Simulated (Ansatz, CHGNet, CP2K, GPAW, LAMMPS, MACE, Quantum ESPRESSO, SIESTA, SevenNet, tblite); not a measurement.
# GPAW runs on amorphous Si (114 atoms)

How do the settings of GPAW change the result for amorphous Si (114 atoms)? A plane-wave run serves as the yardstick.

Method: the method is named at each step, in GPAW 26.7.0.

### Step 1. Starting point

The cell holds 114 atoms: 114 Si. Cell: a = 13.280 Å, b = 13.280 Å, c = 13.280 Å, α = 90.0°, β = 90.0°, γ = 90.0°. 114 atoms (114 Si) placed at random at 2.27 g/cm³, melted at 3500 K for 10 ps at fixed volume with the Tersoff potential (Tersoff, Phys. Rev. B 39, 5566 (1989)). Quenched from 3500 K to 700 K at 10 K/ps and fixed volume, annealed at 1200 K for 20 ps, held 5 ps.

The yardstick, on the same geometry:

| Property | Result |
| --- | --- |
| method | Kohn-Sham DFT, PBE, SSSP efficiency 1.3.0 pseudopotentials, plane waves (Quantum ESPRESSO 7.5); sssp-pbe-1.3.0-efficiency, cutoffs 45/360 Ry, Γ point |
| r.m.s. force component | 0.8128 eV/Å |
| longest force | 3.968 eV/Å |
| pressure | 0.7543 GPa |
| time | 4.5 min on 4 MPI ranks of Arm Neoverse V2, shared host |
| CPU time | 18 min |

### Step 2. PBE, LCAO dzp, h 0.2 Å

Method: Kohn-Sham DFT, PBE, PAW, atomic orbitals (dzp).

run.py reads:

```python
import numpy as np
from ase.io import read
from gpaw import GPAW, FermiDirac
from ase.parallel import parprint as print

atoms = read("structure.xyz")
atoms.calc = GPAW(
    mode="lcao",
    basis="dzp",
    h=0.2,
    xc="PBE",
    kpts={"size": (1, 1, 1), "gamma": True},
    occupations=FermiDirac(0.05),
    maxiter=200,
    symmetry={"point_group": False},
    txt="gpaw.txt",
)
energy = atoms.get_potential_energy(force_consistent=True)
forces = atoms.get_forces()
print(f"energy {energy:.6f} eV")
print("forces (eV/A)")
for i, (a, f) in enumerate(zip(atoms, forces)):
    print(f"{i:4d} {a.symbol:2s} {f[0]:10.5f} {f[1]:10.5f} {f[2]:10.5f}")
print(f"Fermi level {atoms.calc.get_fermi_level():.4f} eV")
for k in range(len(atoms.calc.get_ibz_k_points())):
    for s in range(atoms.calc.get_number_of_spins()):
        e = atoms.calc.get_eigenvalues(kpt=k, spin=s)
        n = np.searchsorted(e, atoms.calc.get_fermi_level())
        print(f"k {k} spin {s} levels about the Fermi level:", np.round(e[max(n - 6, 0):n], 4).tolist(), "|", np.round(e[n:n + 6], 4).tolist())
```

structure.xyz reads:

```xyz
114
Lattice="13.28010 0.00000 0.00000 0.00000 13.28010 0.00000 0.00000 0.00000 13.28010" Properties=species:S:1:pos:R:3 pbc="T T T"
Si 3.62162 6.04603 7.11481
Si 8.72011 10.94333 11.13417
Si 3.72427 3.78084 7.24151
Si 9.09687 4.90022 10.47309
Si 4.16836 6.47086 3.45787
Si 4.06437 1.77927 0.64422
Si 7.26860 7.28188 5.69982
Si 10.72408 0.12762 5.57924
Si 4.43024 8.11892 1.76400
Si 3.62932 0.08061 5.65626
Si 4.62519 12.02872 2.49892
Si 11.26179 4.52772 7.51468
Si 9.02808 7.86262 9.20112
Si 1.28272 5.67379 7.35372
Si 0.83744 7.26740 9.10670
Si 12.23403 1.65311 4.52559
Si 11.48476 8.33419 12.12473
Si 2.76107 2.27037 5.58574
Si 9.23711 9.68624 7.71786
Si 4.76025 7.32225 5.47299
Si 6.00287 3.12999 6.96701
Si 11.31212 8.26500 1.12323
Si 8.48479 5.61589 4.47978
Si 0.61606 1.01633 0.82111
Si 9.51506 9.82674 4.14658
Si 7.32451 6.65599 7.82981
Si 11.80667 9.99739 7.43739
Si 7.50445 9.75742 0.83598
Si 5.99836 0.51992 3.25057
Si 2.33398 8.48917 0.76507
Si 12.21450 1.35138 12.60242
Si 3.05256 2.99148 9.27296
Si 8.75105 6.06569 2.06638
Si 2.06745 2.82587 1.09242
Si 9.24521 1.41486 9.87880
Si 10.77428 13.18435 0.01859
Si 0.81234 12.35647 4.44326
Si 6.03979 10.44958 4.97366
Si 3.40913 10.26950 7.89382
Si 6.77272 0.85789 7.18892
Si 5.98654 12.83389 5.51748
Si 11.37321 12.27812 2.07927
Si 0.70185 10.23391 0.52802
Si 13.27598 10.14879 4.50740
Si 0.91912 9.40098 8.16487
Si 9.78225 12.33482 3.67527
Si 5.32559 0.41460 10.79473
Si 8.74800 2.29626 4.20674
Si 5.06503 9.79925 11.06684
Si 1.44434 8.94999 5.73740
Si 5.10487 6.98653 8.77084
Si 0.98937 6.75399 5.23595
Si 13.23070 3.74565 7.69024
Si 3.80063 9.61612 5.54989
Si 9.32834 3.00688 11.63350
Si 3.40010 0.63107 9.41360
[... 54 atom lines left out ...]
Si 11.37454 3.54738 12.75673
Si 8.48346 0.54913 0.46680
Si 8.30750 0.50212 2.81419
Si 2.92614 12.51464 7.61693
```

On the command line:

```
OMP_NUM_THREADS=1 mpirun -np 2 gpaw python run.py > output.txt
```

What it wrote:

```text
energy -575.288315 eV
forces (eV/A)
   0 Si    0.21346    0.50606   -0.02253
   1 Si   -0.58811   -0.61461    0.44395
   2 Si    0.82997   -0.89001   -1.20096
   3 Si    0.50493    0.45152   -1.20073
   4 Si    1.11267   -0.64090   -0.79906
   5 Si   -0.01307   -1.05860   -0.31455
   6 Si   -0.60711   -0.03642   -1.49747
   7 Si    0.62968   -0.68006   -0.24601
   8 Si   -0.26499    0.96772    1.44218
   9 Si    1.41477   -0.61558   -0.90849
  10 Si    0.37410   -0.62727    0.26934
  11 Si   -3.95435    0.92204    0.71089
  12 Si    0.00662   -0.75891   -1.18983
  13 Si   -0.37215    1.17473   -0.33477
  14 Si    0.95481   -0.71058    0.07296
  15 Si   -1.61333    1.41922   -0.48728
  16 Si    0.24960    0.07767   -1.11762
  17 Si    0.02709    0.24339    0.22350
  18 Si    0.68429    0.76880    0.28450
  19 Si    0.50494    0.29519    0.12570
  20 Si    0.37447   -0.22341   -0.64007
  21 Si   -0.52202    1.38116    0.71571
  22 Si   -0.55307    0.13731    0.40381
  23 Si    0.47691    0.47573    0.24121
[...]
106 Si    0.05084    1.27842    0.07959
 107 Si    0.76093    0.83363   -0.02893
 108 Si   -0.00823   -0.02014    0.85404
 109 Si    0.06251   -0.34488   -1.00185
 110 Si   -0.70008   -0.10801    0.55588
 111 Si    0.43192    1.51003    0.59215
 112 Si   -1.17245    0.46544   -0.86734
 113 Si   -0.00037    0.07093    0.67771
Fermi level 5.2503 eV
k 0 spin 0 levels about the Fermi level: [4.7002, 4.7887, 4.8341, 4.9741, 5.1203, 5.1957] | [5.289, 5.4887, 5.6241, 5.6789, 5.7686, 5.8329]
```

gpaw.txt:

```text
Input parameters:
  mode=LCAO(),
  basis={'default': 'dzp'},
  h=0.2,
  kpts=MonkhorstPack(size=(1, 1, 1), gamma=True),
  maxiter=200,
  occupations=Occupations(name='fermi-dirac', width=0.05, fixmagmom=False),
  symmetry=Symmetry(point_group=False),
  xc=XC(name='PBE')
Unit cell  # Å
| periodic |         x |         y |         z |   lengths |    angles |
|----------|-----------|-----------|-----------|-----------|-----------|
|      yes | 13.280100 |  0.000000 |  0.000000 | 13.280100 | 90.000000 |
|      yes |  0.000000 | 13.280100 |  0.000000 | 13.280100 | 90.000000 |
|      yes |  0.000000 |  0.000000 | 13.280100 | 13.280100 | 90.000000 |
Number of symmetries: 1
Symmetry operations  # r_c * U_cc + t_c -> r_c
|   | kind |            matrix            |
|---|------|------------------------------|
| 0 |  E   |  1, 0, 0,  0, 1, 0,  0, 0, 1 |
BZ-sampling:
  Number of BZ points: 1
  Number of IBZ points: 1
  Monkhorst-Pack size: [1, 1, 1]
  Monkhorst-Pack shift: [0, 0, 0]
[... lines left out ...]
      Number of RI-basis functions 0
Reference energy: -899043.244526  # eV
eigensolver:
density mixing:
  MSR1-Mixer
occupation numbers:
  Fermi-Dirac:
    width: 0.0500  # eV
FastPoissonSolver using
    Stencil: 6*3+1=19 point O(h^6) finite-difference Laplacian
xc functional:
  name: PBE with 2 nearest neighbor stencil
interpolation: tri-quintic # 5. degree polynomial
Initialization done in: 6.449 s
convergence criteria:
- Maximum [total energy] change in last 3 cyles: 0.0005 eV / valence electron
- Maximum integral of absolute [dens]ity change: 0.0001 electrons / valence electron
- Maximum integral of absolute [eigenst]ate change: 4e-08 eV^2 / valence electron
maximum number of iterations: 200
SCF iterations
|iter     |      energy | eigst |  dens |
|---------|-------------|-------|-------|
|iter:   1| -576.725314 |      c|       |
|iter:   2| -576.273149 |      c| -0.90 |
|iter:   3| -604.647608 |      c| -0.92 |
|iter:   4| -643.300908 |      c| -1.06 |
[...]
|iter:   8| -575.448631 |      c| -1.89 |
|iter:   9| -575.275548 |      c| -2.07 |
|iter:  10| -575.243033c|      c| -2.30 |
|iter:  11| -575.239454c|      c| -2.43 |
|iter:  12| -575.214304c|      c| -2.57 |
[...]
|iter:  16| -575.212125c|      c| -3.72 |
|iter:  17| -575.212113c|      c| -3.94 |
|iter:  18| -575.212122c|      c| -4.24c|
Converged in 18 steps
SCF loop duration: 215.124 s (11.951 s/step)
Energy contributions relative to reference atoms: (reference = -899043.244526)
Energy contributions:
  Kinetic:         704.072586
  Coulomb:        -601.977194
  Zero:             -1.567706
  External:          0.000000
  Xc:             -675.663614
  Entropy:          -0.152387
  Spinorbit:         0.000000
  ----------------------------
  Free energy:    -575.288315
  Extrapolated:   -575.212122
dipole moment: (84.538866, -23.208722, 0.873314)  # |e|*Ang
Fermi level: 5.250
Eigenvalues  # (at kpt = [0.000, 0.000, 0.000])
| band index |      eig [eV] | occ [0-2] |
|------------|---------------|-----------|
|          0 |        -7.057 |     2.000 |
|        ... |               |           |
|        220 |         4.535 |     2.000 |
|        221 |         4.588 |     2.000 |
[...]
|        235 |         6.034 |     0.000 |
|        ... |               |           |
|        277 |         7.648 |     0.000 |
Gap: 0.093 eV
Transition (v -> c):
  (s=0, k=0, n=227, [0.00, 0.00, 0.00]) -> (s=0, k=0, n=228, [0.00, 0.00, 0.00])
No difference between direct/indirect transitions
Force computation time: 27.894  # s
```

Run time: 4.2 min. Hardware: 2 MPI ranks of Arm Neoverse V2, shared host; peak memory 2.8 GiB.

Banners, paths, timers and routine set-up lines are dropped from the logs unmarked, and long logs keep their key lines alone; longer cuts are marked.

Compared with the plane-wave run:

```yaml
r_m_s_force_component: 0.8491 eV/Å
r_m_s_difference_of_force_components: 46.11 meV/Å
longest_difference_of_force_vectors: 169.3 meV/Å
force_difference_over_r_m_s_force: 5.673 %
slope_of_forces_against_the_reference_s: 1.044
correlation_of_force_components: 0.9994
```

Local excerpt of 13 atoms (numbers count through the whole input) about Si63, picked at random; x, y, z are measured from there.

| atom | x | y | z | distance (Å) | bonds | Fx | Fy | Fz (eV/Å) |
| --- | --- | --- | --- | --- | --- | --- | --- | --- |
| Si63 | 0.00 | 0.00 | 0.00 | 0.00 | 4 | -1.15 | 0.78 | 1.50 |
| Si73 | 1.63 | 1.36 | -0.56 | 2.20 | 4 | 1.43 | 1.18 | -0.37 |
| Si75 | 0.87 | -1.59 | 1.28 | 2.22 | 4 | 1.27 | -0.14 | 0.51 |
| Si32 | -1.40 | -0.89 | -1.55 | 2.27 | 4 | -1.04 | -0.72 | 0.29 |
| Si74 | -0.93 | 1.75 | 1.46 | 2.46 | 4 | 1.89 | 0.61 | -2.18 |
| Si67 | -1.43 | 3.15 | -0.56 | 3.50 | 4 | -0.32 | 0.06 | 0.53 |
| Si47 | 0.87 | -3.46 | -0.02 | 3.57 | 4 | 0.55 | -0.27 | -1.73 |
| Si3 | -0.73 | -0.10 | -3.58 | 3.65 | 4 | 0.83 | -0.89 | -1.20 |
| Si56 | -1.05 | -3.25 | -1.40 | 3.69 | 4 | -0.11 | -0.20 | 1.14 |
| Si71 | -2.73 | 0.96 | 2.41 | 3.77 | 4 | -2.43 | -0.22 | 0.74 |
| Si72 | 2.96 | 0.36 | -2.30 | 3.77 | 5 | 0.16 | 1.36 | -0.57 |
| Si6 | -0.39 | -2.10 | 3.11 | 3.77 | 4 | -0.01 | -1.06 | -0.31 |
| Si51 | 0.65 | 3.11 | -2.05 | 3.78 | 5 | -0.08 | 0.42 | 0.64 |

Atoms are counted from 1 here, from 0 in the log.

Forces lie 5.7 % from the reference's, at 0.46 times its CPU time (on 2 against 4 cores).

### Step 3. PBE, LCAO dzp, h 0.22 Å

Method: Kohn-Sham DFT, PBE, PAW, atomic orbitals (dzp).

run.py, as its differences from that of step 2:

```diff
@@ -9,3 +9,3 @@
     basis="dzp",
-    h=0.2,
+    h=0.22,
     xc="PBE",
```

structure.xyz is that of step 2.

What it wrote:

```text
energy -575.027368 eV
forces (eV/A)
   0 Si    0.21695    0.49959   -0.02265
   1 Si   -0.59192   -0.61284    0.44300
   2 Si    0.82862   -0.88853   -1.19990
   3 Si    0.50578    0.45185   -1.20462
   4 Si    1.11741   -0.63801   -0.80306
   5 Si   -0.01737   -1.06042   -0.31416
   6 Si   -0.60980   -0.03650   -1.49756
   7 Si    0.63103   -0.68154   -0.24329
   8 Si   -0.27053    0.96852    1.44585
   9 Si    1.41350   -0.61586   -0.90561
  10 Si    0.37262   -0.62620    0.26907
  11 Si   -3.96232    0.92029    0.71175
  12 Si    0.00557   -0.75754   -1.19243
  13 Si   -0.37796    1.16819   -0.33582
  14 Si    0.95568   -0.71123    0.07053
  15 Si   -1.61337    1.42015   -0.48382
  16 Si    0.24507    0.07364   -1.11803
  17 Si    0.02434    0.24435    0.22244
  18 Si    0.68526    0.76771    0.28603
  19 Si    0.50020    0.29280    0.12458
  20 Si    0.37567   -0.22127   -0.63763
  21 Si   -0.52325    1.38168    0.71714
  22 Si   -0.55093    0.14002    0.40563
  23 Si    0.47260    0.47389    0.24185
[...]
106 Si    0.05292    1.27860    0.08389
 107 Si    0.76017    0.83406   -0.02841
 108 Si   -0.01650   -0.02089    0.85467
 109 Si    0.06175   -0.34364   -1.00057
 110 Si   -0.69903   -0.11095    0.55825
 111 Si    0.42798    1.51073    0.59301
 112 Si   -1.16768    0.46856   -0.87027
 113 Si   -0.00019    0.07569    0.67910
Fermi level 5.2504 eV
k 0 spin 0 levels about the Fermi level: [4.7002, 4.7887, 4.8342, 4.9742, 5.1204, 5.1958] | [5.2891, 5.4889, 5.6243, 5.6792, 5.7688, 5.833]
```

gpaw.txt:

```text
Input parameters:
  mode=LCAO(),
  basis={'default': 'dzp'},
  h=0.22,
  kpts=MonkhorstPack(size=(1, 1, 1), gamma=True),
  maxiter=200,
  occupations=Occupations(name='fermi-dirac', width=0.05, fixmagmom=False),
  symmetry=Symmetry(point_group=False),
  xc=XC(name='PBE')
Unit cell  # Å
| periodic |         x |         y |         z |   lengths |    angles |
[... lines left out ...]
  Fermi-Dirac:
[... lines left out ...]
convergence criteria:
- Maximum [total energy] change in last 3 cyles: 0.0005 eV / valence electron
[... lines left out ...]
Converged in 18 steps
[... lines left out ...]
  Coulomb:        -601.548711
  Zero:             -1.333834
  External:          0.000000
  Xc:             -675.627497
  Entropy:          -0.152378
  Spinorbit:         0.000000
  ----------------------------
  Free energy:    -575.027368
  Extrapolated:   -574.951180
dipole moment: (84.455058, -23.176956, 0.826660)  # |e|*Ang
Fermi level: 5.250
Eigenvalues  # (at kpt = [0.000, 0.000, 0.000])
| band index |      eig [eV] | occ [0-2] |
|------------|---------------|-----------|
|          0 |        -7.057 |     2.000 |
|        ... |               |           |
|        220 |         4.535 |     2.000 |
|        221 |         4.588 |     2.000 |
[...]
|        235 |         6.034 |     0.000 |
|        ... |               |           |
|        277 |         7.648 |     0.000 |
Gap: 0.093 eV
Transition (v -> c):
  (s=0, k=0, n=227, [0.00, 0.00, 0.00]) -> (s=0, k=0, n=228, [0.00, 0.00, 0.00])
No difference between direct/indirect transitions
Force computation time: 20.501  # s
```

Elapsed: 3.2 min, on 2 MPI ranks; peak memory 2.1 GiB.

Against the reference:

* r.m.s. force component: 0.8491 eV/Å
* r.m.s. difference of force components: 45.91 meV/Å
* longest difference of force vectors: 167.8 meV/Å
* force difference over r.m.s. force: 5.648 %
* slope of forces against the reference's: 1.044
* correlation of force components: 0.9994
* energy less the same-level run's: 2.289 meV/atom
* r.m.s. force difference from the same-level run: 2.959 meV/Å

This is a coarse setting, run to see what it loses.

Against the first run (5.7 %), the force difference from the reference is 5.6 %, at 0.76 times the CPU time: the change moves forces by 3.0 meV/Å r.m.s., so most of the difference comes from elsewhere.

### Step 4. PBE, LCAO szp(dzp), h 0.2 Å

Method: Kohn-Sham DFT, PBE, PAW, atomic orbitals (szp(dzp)).

run.py, as its differences from that of step 3:

```diff
@@ -3,3 +3,2 @@
 from gpaw import GPAW, FermiDirac
-from ase.parallel import parprint as print
 
@@ -8,4 +7,4 @@
     mode="lcao",
-    basis="dzp",
-    h=0.22,
+    basis="szp(dzp)",
+    h=0.2,
     xc="PBE",
```

structure.xyz is that of step 3.

On the command line:

```
OMP_NUM_THREADS=1 python run.py > output.txt
```

What it wrote:

```text
energy -554.101325 eV
forces (eV/A)
   0 Si    0.17626    0.65495   -0.09086
   1 Si   -0.71216   -0.62785    0.48399
   2 Si    0.83297   -0.85646   -1.32321
   3 Si    0.60110    0.54957   -1.27628
   4 Si    1.15806   -0.71073   -0.88157
   5 Si   -0.00850   -1.15948   -0.32067
   6 Si   -0.66888   -0.05501   -1.75482
   7 Si    0.74216   -0.76728   -0.30198
   8 Si   -0.23131    1.18321    1.55272
   9 Si    1.56294   -0.55194   -1.07146
  10 Si    0.41216   -0.62343    0.29233
  11 Si   -4.11659    1.01161    0.83420
  12 Si   -0.11367   -0.81303   -1.20147
  13 Si   -0.42436    1.12121   -0.31987
  14 Si    0.96176   -0.78746    0.02142
  15 Si   -1.76714    1.65185   -0.48363
  16 Si    0.29498   -0.00309   -1.21101
  17 Si    0.15695    0.22894    0.34996
  18 Si    0.93697    0.91061    0.24821
  19 Si    0.59739    0.34460    0.22952
  20 Si    0.29325   -0.23188   -0.68875
  21 Si   -0.56901    1.50274    0.73140
  22 Si   -0.53217    0.14709    0.40386
  23 Si    0.51554    0.54279    0.17988
[...]
106 Si   -0.02126    1.31489    0.20126
 107 Si    0.83600    0.85863    0.10966
 108 Si   -0.04668   -0.07037    0.80598
 109 Si   -0.06951   -0.52426   -0.98948
 110 Si   -0.73684   -0.07121    0.67032
 111 Si    0.43862    1.77458    0.46006
 112 Si   -1.19417    0.42630   -0.93542
 113 Si    0.05553    0.01053    0.68526
Fermi level 5.0840 eV
k 0 spin 0 levels about the Fermi level: [4.4692, 4.5785, 4.6191, 4.796, 4.9359, 5.0097] | [5.1444, 5.3376, 5.486, 5.5785, 5.6524, 5.7159]
```

gpaw.txt:

```text
Input parameters:
  mode=LCAO(),
  basis={'default': 'szp(dzp)'},
  h=0.2,
  kpts=MonkhorstPack(size=(1, 1, 1), gamma=True),
  maxiter=200,
  occupations=Occupations(name='fermi-dirac', width=0.05, fixmagmom=False),
  symmetry=Symmetry(point_group=False),
  xc=XC(name='PBE')
Unit cell  # Å
| periodic |         x |         y |         z |   lengths |    angles |
[... lines left out ...]
  Fermi-Dirac:
[... lines left out ...]
convergence criteria:
- Maximum [total energy] change in last 3 cyles: 0.0005 eV / valence electron
[... lines left out ...]
Converged in 17 steps
[... lines left out ...]
  Free energy:    -554.101325
  Extrapolated:   -554.037429
dipole moment: (83.151727, -22.953289, 0.484097)  # |e|*Ang
Fermi level: 5.084
Eigenvalues  # (at kpt = [0.000, 0.000, 0.000])
| band index |      eig [eV] | occ [0-2] |
|------------|---------------|-----------|
|          0 |        -7.303 |     2.000 |
|        ... |               |           |
|        220 |         4.307 |     2.000 |
|        221 |         4.375 |     2.000 |
[...]
|        235 |         5.962 |     0.000 |
|        ... |               |           |
|        277 |         7.618 |     0.000 |
Gap: 0.135 eV
Transition (v -> c):
  (s=0, k=0, n=227, [0.00, 0.00, 0.00]) -> (s=0, k=0, n=228, [0.00, 0.00, 0.00])
No difference between direct/indirect transitions
Force computation time: 38.191  # s
timing:  # [seconds]
  Total:  342.769  # ━━━━━━━━━━━━━━━━━━━━━━━━━━━━━━━━━━━━━━━━━━━━━━━━━━━━━━━━
  Init:    11.619  # ━━
  SCF:    292.927  # ━━━━━━━━━━━━━━━━━━━━━━━━━━━━━━━━━━━━━━━━━━━━━━━━
  Forces:  38.191  # ━━━━━━
```

Run time: 5.7 min. Hardware: 1 thread; peak memory 2.5 GiB.

Against the reference:

```
r.m.s. force component                  : 0.9102 eV/Å
r.m.s. difference of force components   : 143.9 meV/Å
longest difference of force vectors     : 478.4 meV/Å
force difference over r.m.s. force      : 17.7 %
slope of forces against the reference's : 1.111
correlation of force components         : 0.9924
```

This is a coarse setting, run to see what it loses.

Against the first run (5.7 %), the force difference from the reference is 18 %, at 0.68 times the CPU time (on 1 against 2 cores), with 1026 basis functions against 1482: the smaller basis costs accuracy.

(Continued in part 2 of 2.)

[Also dropped from logs without a mark: logging warnings of Python, and SIESTA's first energy breakdown and zero terms.]

[Logs are printed without paths, hosts, clocks, repeated set-up lines and the standing remarks that a program may print on its own settings, such as how far it seeks lower states.]

[Hosts, paths, dates, database ids (printed as entryN), source tags and the programs' standing remarks are cut or masked in the printed files.]
